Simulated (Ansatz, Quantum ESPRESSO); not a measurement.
# ScAl3 (Pm-3m): zone-centre phonons

Wanted: the vibrations of ScAl3 (Pm-3m) at Γ, by two programs.

Calculated with Quantum ESPRESSO 7.5; DFT PBE, scalar-relativistic, plane waves, JTH PAW pseudopotentials.

This is a report of a sequence of runs, with most program output left out.

## Step 1: The structure

It takes space group Pm-3m (No. 221, cubic). The conventional cell has a = 4.088 Å, b = 4.088 Å, c = 4.088 Å, α = 90.00°, β = 90.00°, γ = 90.00°. Sc has 12 Al at 2.89 Å nearest. Nearest to Al lie 4 Sc at 2.89 Å and 8 Al at 2.89 Å. Farther neighbours are not listed.

## Step 2: A first look

Before anything dear is run, a loose run with smearing shows whether this is a metal and how far the cell is from rest.

Input file probe.in:

```
 &control
    calculation='scf',
    prefix='x',
    outdir='./tmp',
    pseudo_dir='./pseudo',
    tprnfor=.true.,
    tstress=.true.,
    verbosity='high',
 /
 &system
    ibrav=0,
    nat=4,
    ntyp=2,
    ecutwfc=40.0,
    ecutrho=200.0,
    occupations='smearing',
    smearing='gaussian',
    degauss=0.01,
 /
 &electrons
    conv_thr=1.0d-07,
    mixing_beta=0.7,
    electron_maxstep=100,
 /
ATOMIC_SPECIES
 Sc     44.9559  Sc.upf
 Al     26.9815  Al.upf
CELL_PARAMETERS angstrom
     4.087806570    0.000000000    0.000000000
     0.000000000    4.087806570    0.000000000
     0.000000000    0.000000000    4.087806570
ATOMIC_POSITIONS crystal
 Sc     0.000000000   0.000000000   0.000000000
 Al     0.500000000   0.000000000   0.500000000
 Al     0.000000000   0.500000000   0.500000000
 Al     0.500000000   0.500000000   0.000000000
K_POINTS automatic
 4 4 4 0 0 0
```

On the command line:

```sh
OMP_NUM_THREADS=1 mpirun -n 4 pw.x -nk 4 -in probe.in > probe.out
```

It took 3.7 s on 4 MPI ranks of Arm Neoverse V2, shared host; 14 s of CPU time.

This step gave:

- volume per atom: 17.08 Å³
- pressure: 1.424 GPa
- gap on the k-mesh: 0 eV

No gap opens on this mesh, so smearing is kept; the start stands at 1.4 GPa.

## Step 3: Relaxation

The relaxation runs at a cutoff a fifth above that of the response, since stress converges more slowly with the basis than frequencies do. Forces and stress are brought to rest with tight thresholds.

Input file relax.in:

```
 &control
    calculation='vc-relax',
    prefix='x',
    outdir='./tmp',
    pseudo_dir='./pseudo',
    tprnfor=.true.,
    tstress=.true.,
    forc_conv_thr=2.0d-05,
    etot_conv_thr=1.0d-07,
    nstep=40,
 /
 &system
    ibrav=0,
    nat=4,
    ntyp=2,
    ecutwfc=48,
    ecutrho=240.0,
    occupations='smearing',
    smearing='mv',
    degauss=0.02,
 /
 &electrons
    conv_thr=1.0d-11,
    mixing_beta=0.7,
    electron_maxstep=100,
 /
 &ions
 /
 &cell
    press_conv_thr=0.2,
 /
ATOMIC_SPECIES
 Sc     44.9559  Sc.upf
 Al     26.9815  Al.upf
CELL_PARAMETERS angstrom
     4.087806570    0.000000000    0.000000000
     0.000000000    4.087806570    0.000000000
     0.000000000    0.000000000    4.087806570
ATOMIC_POSITIONS crystal
 Sc     0.000000000   0.000000000   0.000000000
 Al     0.500000000   0.000000000   0.500000000
 Al     0.000000000   0.500000000   0.500000000
 Al     0.500000000   0.500000000   0.000000000
K_POINTS automatic
 8 8 8 0 0 0
```

On the command line:

```sh
OMP_NUM_THREADS=1 mpirun -n 4 pw.x -nk 4 -in relax.in > relax.out
```

It took 68 s on 4 MPI ranks.

Relaxation path:

```csv
step,energy less that of the first step (eV),largest force (eV/Å),pressure (GPa),volume (Å³)
1,0.0000,0.0000,1.12,68.31
2,-0.0021,0.0000,0.61,68.70
3,-0.0030,0.0000,0.05,69.13
4,-0.0030,0.0000,0.00,69.18
5,-0.0030,0.0000,0.00,69.18
6,-0.0032,0.0000,0.00,69.18
```

```csv
"conventional cell, symmetrised",before,after,change
a (Å),4.088,4.105,+0.4 %
b (Å),4.088,4.105,+0.4 %
c (Å),4.088,4.105,+0.4 %
volume (Å³/atom),17.08,17.29,+1.3 %
```

The relaxed structure:

```xyz
4
Lattice="4.1051 0.0000 0.0000 0.0000 4.1051 0.0000 0.0000 0.0000 4.1051" Properties=species:S:1:pos:R:3 pbc="T T T"
Sc    0.0000    0.0000    0.0000
Al    2.0525    0.0000    2.0525
Al    0.0000    2.0525    2.0525
Al    2.0525    2.0525    0.0000
```

The last row of the table of steps is pw.x's closing run on a basis chosen anew for the final cell, so its energy can jump.

Numbers from this step:

```yaml
volume_per_atom: 17.29 Å³
pressure: -0.001 GPa
```

The volume changes by +1.3 % from the cell with which this run began.

## Step 4: Ground state

The response is built on this ground state, so it is converged far tighter than an energy would need. Smearing stays on, as the first look found no gap above 0.3 eV.

Input file scf.in:

```
 &control
    calculation='scf',
    prefix='x',
    outdir='./tmp',
    pseudo_dir='./pseudo',
    tprnfor=.true.,
    tstress=.true.,
 /
 &system
    ibrav=0,
    nat=4,
    ntyp=2,
    ecutwfc=40.0,
    ecutrho=200.0,
    occupations='smearing',
    smearing='mv',
    degauss=0.02,
 /
 &electrons
    conv_thr=1.0d-12,
    mixing_beta=0.7,
    electron_maxstep=100,
 /
ATOMIC_SPECIES
 Sc     44.9559  Sc.upf
 Al     26.9815  Al.upf
CELL_PARAMETERS angstrom
     4.105050463    0.000000000    0.000000000
     0.000000000    4.105050463    0.000000000
     0.000000000    0.000000000    4.105050463
ATOMIC_POSITIONS crystal
 Sc     0.000000000   0.000000000   0.000000000
 Al     0.500000000   0.000000000   0.500000000
 Al     0.000000000   0.500000000   0.500000000
 Al     0.500000000   0.500000000   0.000000000
K_POINTS automatic
 8 8 8 0 0 0
```

On the command line:

```sh
OMP_NUM_THREADS=1 mpirun -n 4 pw.x -nk 4 -in scf.in > scf.out
```

Run time: 11 s. Hardware: 4 MPI ranks.

Read from the output:

```yaml
pressure: -0.002 GPa
```

The cell stands at -0.002 GPa, close enough for phonons.

## Step 5: Linear response at Γ

At q = 0 one unit cell holds all displacements; symmetry groups them into irreducible representations that are solved one by one. With smeared occupations no response to a homogeneous field can be asked.

Input file ph.in:

```
phonons
 &inputph
    prefix='x',
    outdir='./tmp',
    fildyn='g.dyn',
    tr2_ph=1.0d-18,
    alpha_mix(1)=0.4,
    nmix_ph=8,
 /
0.000000000000 0.000000000000 0.000000000000
```

On the command line:

```sh
OMP_NUM_THREADS=1 mpirun -n 4 ph.x -nk 4 -in ph.in > ph.out
```

Run time: 3 min. Hardware: 4 MPI ranks.

Numbers from this step:

| Item | Value |
| --- | --- |
| largest acoustic frequency at the zone centre before the sum rule | -3.68 cm⁻¹ |
| highest optical zone-centre mode (no LO-TO term) | 329.6 cm⁻¹ |
| lowest optical zone-centre mode | 233.8 cm⁻¹ |

The acoustic modes at Γ come out as far as 3.7 cm⁻¹ from zero, where they should vanish, a small numerical error.

## Step 6: Modes with the sum rule

A rigid shift of the crystal must cost nothing, but grids and finite bases break this; the acoustic sum rule is imposed before the matrix is diagonalised again.

Input file dynmat.in:

```
 &input
    fildyn='g.dyn',
    asr='simple',
    fileig='dynmat.eig',
 /
```

On the command line:

```sh
dynmat.x -in dynmat.in > dynmat.out
```

Wall time 0.51 s (1 thread).

Unit eigenvectors of the mass-weighted matrix after the sum rule; no LO-TO term. The modes at Γ (shares of kinetic energy by element, %):

```csv
mode,frequency (cm⁻¹),symmetry,Sc %,Al %
1,0.0,acoustic,36,64
2,0.0,acoustic,36,64
3,0.0,acoustic,36,64
4,233.8,T1u,24,76
5,233.8,T1u,24,76
6,233.8,T1u,24,76
7,252.6,T2u,0,100
8,252.6,T2u,0,100
9,252.6,T2u,0,100
10,329.6,T1u,40,60
11,329.6,T1u,40,60
12,329.6,T1u,40,60
```

Displacements in mode 5 (233.8 cm⁻¹), the largest set to 1:
```
Sc1 -0.06 -0.44 -0.02
Al2 -0.02  1.00 -0.01
Al3  0.14 -0.13 -0.01
Al4 -0.02 -0.13  0.05
```

Displacements in mode 7 (252.6 cm⁻¹), the largest set to 1:
```
Sc1  0.00  0.00  0.00
Al2  0.05  0.00  0.67
Al3  0.00  1.00 -0.67
Al4 -0.05 -1.00  0.00
```

The rule moves no optical mode by more than 0.1 cm⁻¹.

## Step 7: Sum rules set otherwise (asr no)

Without the rule the raw error of the acoustic modes shows.

Input file dynmat.in:

```
 &input
    fildyn='g.dyn',
    asr='no',
    fileig='dynmat.eig',
 /
```

On the command line:

```sh
dynmat.x -in dynmat.in > dynmat.out
```

Wall time 0.52 s (1 thread).

Zone-centre frequencies as printed; negative means imaginary. Modes:

| mode | frequency (cm⁻¹) |
| --- | --- |
| 1 | -3.68 |
| 2 | -3.68 |
| 3 | -3.68 |
| 4 | 233.8 |
| 5 | 233.8 |
| 6 | 233.8 |
| 7 | 252.7 |
| 8 | 252.7 |
| 9 | 252.7 |
| 10 | 329.6 |
| 11 | 329.6 |
| 12 | 329.6 |

Against the first rule no mode moves by more than 3.7 cm⁻¹.

## Step 8: Sum rules set otherwise (asr crystal)

The rule can be imposed in more than one way; the choices should agree where the raw error is small.

Input file dynmat.in:

```
 &input
    fildyn='g.dyn',
    asr='crystal',
    fileig='dynmat.eig',
 /
```

On the command line:

```sh
dynmat.x -in dynmat.in > dynmat.out
```

Wall time 0.52 s (1 thread).

Read from the output:

| Quantity | Value |
| --- | --- |
| lowest optical zone-centre mode | 233.7 cm⁻¹ |

Zone-centre frequencies as printed; negative means imaginary. Modes:

```
mode  frequency (cm⁻¹)
   1                 0
   2                 0
   3                 0
   4             233.7
   5             233.7
   6             233.7
   7             252.7
   8             252.7
   9             252.7
  10             329.6
  11             329.6
  12             329.6
```

Against the first rule no mode moves by more than 0.1 cm⁻¹.

## Step 9: Cross-check with Ansatz

The same cell goes through another code, with its own cutoff. The potentials differ. Its k mesh is centred on Γ.

This step: DFT PBE, scalar-relativistic, plane waves, PseudoDojo norm-conserving pseudopotentials (Ansatz 0.2.0).

Input file input.yaml:

```yaml
crystal:
  lattice:
    - [4.105050463, 0.0, 0.0]
    - [0.0, 4.105050463, 0.0]
    - [0.0, 0.0, 4.105050463]
  atoms:
    - { symbol: Sc, position: [0.0, 0.0, 0.0] }
    - { symbol: Al, position: [0.5, 0.0, 0.5] }
    - { symbol: Al, position: [0.0, 0.5, 0.5] }
    - { symbol: Al, position: [0.5, 0.5, 0.0] }
kpoints:
  mp_grid: { grid: [8, 8, 8] }
hamiltonian:
  xc: pbe
  pseudopotentials: { kind: nc, accuracy: standard }
scf:
  occupations: { method: cold, width: 0.27211 }
output:
  eigenvalues: true
phonons:
  method: dfpt
```

On the command line:

```sh
ansatz run input.yaml --threads 4 --pin off --max-ram 8192MiB --backend cpu --events-out ev --progress --plain --runs-dir out
```

It took 33 s on 4 threads; peak memory 2.1 GiB; 2.1 min of CPU time.

Read from the output:

| Item | Value |
| --- | --- |
| sum-rule residual before enforcement | 7.92e-5 eV/Å² |
| lowest optical zone-centre mode | 233.5 cm⁻¹ |

## Step 10: The two compared: QE JTH and Ansatz, PseudoDojo

Numbers from this step:

```yaml
root_mean_square_difference: 0.14 cm⁻¹
largest_difference: 0.21 cm⁻¹
```

Frequencies side by side, by row:

```
q (reciprocal lattice)  mode  QE JTH (cm⁻¹)  Ansatz, PseudoDojo (cm⁻¹)
                 0 0 0     1              0                          0
                 0 0 0     2              0                          0
                 0 0 0     3              0                          0
                 0 0 0     4          233.8                      233.5
                 0 0 0     5          233.8                      233.5
                 0 0 0     6          233.8                      233.5
                 0 0 0     7          252.6                      252.7
                 0 0 0     8          252.6                      252.7
                 0 0 0     9          252.6                      252.7
                 0 0 0    10          329.6                      329.6
                 0 0 0    11          329.6                      329.6
                 0 0 0    12          329.6                      329.6
```

At the zone centre the largest difference (acoustic modes at Γ apart) is 0.06 % of the highest mode.

## Step 11: What came out

| Property | Result |
| --- | --- |
| space group after relaxation | Pm-3m |
| volume per atom | 17.3 Å³ |
| highest optical zone-centre mode (no LO-TO term) | 329.6 cm⁻¹ |
| lowest optical zone-centre mode | 233.8 cm⁻¹ |
| imaginary optical modes at the zone centre (no q mesh in this session) | none |
| largest difference from Ansatz, PseudoDojo | 0.21 cm⁻¹ |

In words: At the PBE level the optical modes of ScAl3 (Pm-3m) at the zone centre run from 234 to 330 cm⁻¹. Of the 9 optical modes, 6 are infrared active alone and 3 are silent. QE JTH and Ansatz, PseudoDojo agree to 0.21 cm⁻¹ (0.06 % of the highest mode compared) on all solved modes but the acoustic ones at Γ, without the LO-TO term. These are harmonic frequencies at zero temperature: anharmonic shifts and linewidths and thermal expansion are left out. In a metal the frequencies hang on the k mesh and the smearing, most of all near Kohn anomalies. The structure comes from a database and need not be the phase that is stable at ambient conditions.

[Host names and launcher messages were left out of these logs when they were recorded.]

[Logs are printed without paths, hosts, clocks, repeated set-up lines and the standing remarks that a program may print on its own settings, such as how far it seeks lower states.]

[Hosts, paths, dates, database ids (printed as entryN), source tags and the programs' standing remarks are cut or masked in the printed files.]
